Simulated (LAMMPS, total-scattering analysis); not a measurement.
# How cation fraction of Na changes the structure of CsI to NaI

Each member is made by classical molecular dynamics (LAMMPS) with the embedded-ion method for alkali halides (Zhou, file ffield.eim of the LAMMPS distribution), with about 600 atoms, cooled at 100 K/ps (100 K/ps at least while the volume is held), and sampled at 1400 K. Compositions: 0: CsI; 0.25: (Na0.25,Cs0.75)I; 0.75: (Na0.75,Cs0.25)I; 1: NaI.

The totals are in Faber–Ziman form. Below 4 Å⁻¹ the partials are summed on each cell's reciprocal vectors and folded with a narrow Gaussian, which lowers sharp peaks; above it they are tapered transforms of g(r). X-rays take neutral-atom form factors, neutrons coherent lengths (Na 3.63, Cs 5.42, I 5.28 fm). G(r) = 4πrρ₀[g(r) − 1] carries the resolution of a Lorch-windowed transform up to 30 Å⁻¹. The patterns are simulated, not measured. The embedded-ion model was fitted to crystals and melts far too high, so its liquids freeze or slow down where the real salt flows.

The rows are the members that were run; a member may also have been kept off the list beforehand.

```
cation fraction of Na    state  density (g/cm³)  first clear X-ray maximum (Å⁻¹)  its height (X-ray)  first clear neutron maximum (Å⁻¹)  its height (neutron)
                    0  viscous            3.896                             1.90                2.59                               1.90                  2.59
                 0.25  viscous            3.714                             1.86                2.22                               1.87                  2.12
                 0.75  viscous            3.223                             1.68                1.88                               1.92                  1.56
                    1  viscous            2.970                             1.60                3.08                               1.63                  1.09
```

The X-ray S(Q):

```tsv
Q (Å⁻¹)	0	0.25	0.75	1
0.8	0.07	0.00	-0.21	-0.38
1.1	0.09	0.03	-0.17	-0.34
1.4	0.26	0.26	0.37	0.36
1.7	1.40	1.44	1.87	2.09
2.0	2.13	1.77	1.36	0.72
2.3	0.76	0.75	0.75	0.76
2.6	0.76	0.77	0.83	0.89
2.9	0.77	0.83	1.17	1.33
3.2	0.86	0.87	0.93	1.14
3.5	1.35	1.25	0.91	0.57
3.8	1.16	1.15	1.05	0.78
4.1	0.89	0.92	1.00	1.15
4.4	0.86	0.88	1.03	1.25
4.7	0.89	0.88	0.97	1.04
5.0	1.04	1.04	0.98	0.88
5.3	1.17	1.16	1.06	0.92
5.6	1.04	1.04	1.03	1.02
5.9	0.92	0.92	0.96	1.04
6.2	0.91	0.90	0.95	1.00
6.5	0.97	0.97	0.98	0.98
6.8	1.08	1.08	1.06	1.01
7.1	1.08	1.08	1.05	1.03
7.4	0.99	0.99	0.99	1.00
7.7	0.94	0.94	0.95	0.97
8.0	0.95	0.95	0.96	0.98
```

**Question.** One more member gave density (g/cm³) 3.543, first clear X-ray maximum (Å⁻¹) 1.87, its height (X-ray) 2.02, first clear neutron maximum (Å⁻¹) 1.90, its height (neutron) 1.86. What is its cation fraction of Na?

The steadiest measure along the series is density (g/cm³): 3.896 at 0, 3.714 at 0.25, 3.223 at 0.75, 2.970 at 1. The value 3.543 interpolates to 0.42; the member was 0.5 ((Na0.50,Cs0.50)I).

[Logs are printed without paths, hosts, clocks, repeated set-up lines and the standing remarks that a program may print on its own settings, such as how far it seeks lower states.]
